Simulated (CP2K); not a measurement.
Two runs for the O K edge of hydroxyacetaldehyde. Run A: CP2K XAS_TDP, all-electron GAPW, PBEh(45%), aug-cc-pVDZ, TDA, no relativity. Run B differs in one setting.

First lines with a strength over 0.0015. A:

```
                  atom  energy (eV)  states  strength, one atom
      O1 (bonded to C)       526.27       1              0.0473
                             533.48       1              0.0033
                             534.09       1              0.0035
                             534.97       1              0.0023
                             535.62       1              0.0071
O4 (bonded to C and H)       529.82       1              0.0143
                             530.95       1              0.0246
                             532.52       1              0.0038
                             532.75       1              0.0071
                             532.91       1              0.0070
```

B:

| atom | energy (eV) | states | strength, one atom |
| --- | --- | --- | --- |
| O1 (bonded to C) | 531.35 | 1 | 0.0469 |
|  | 538.55 | 1 | 0.0033 |
|  | 539.17 | 1 | 0.0034 |
|  | 540.05 | 1 | 0.0022 |
|  | 540.69 | 1 | 0.0070 |
| O4 (bonded to C and H) | 535.25 | 1 | 0.0142 |
|  | 536.37 | 1 | 0.0244 |
|  | 537.95 | 1 | 0.0037 |
|  | 538.18 | 1 | 0.0071 |
|  | 538.34 | 1 | 0.0070 |

Question: Which was it: the basis, scalar relativity switched on, the functional, GW2X switched on?

GW2X switched on. GW2X shifts an atom's lines together and keeps their spacings. Against PBEh(45%) in aug-cc-pVDZ, the leading lines move by +5.08 eV (O1, to 531.35) and +5.43 eV (O4, to 535.25).

[Banner, clock and machine lines of the logs are left out without a mark of their own.]

[Logs are printed without paths, hosts, clocks, repeated set-up lines and the standing remarks that a program may print on its own settings, such as how far it seeks lower states.]

[Hosts, paths, dates, database ids (printed as entryN), source tags and the programs' standing remarks are cut or masked in the printed files.]
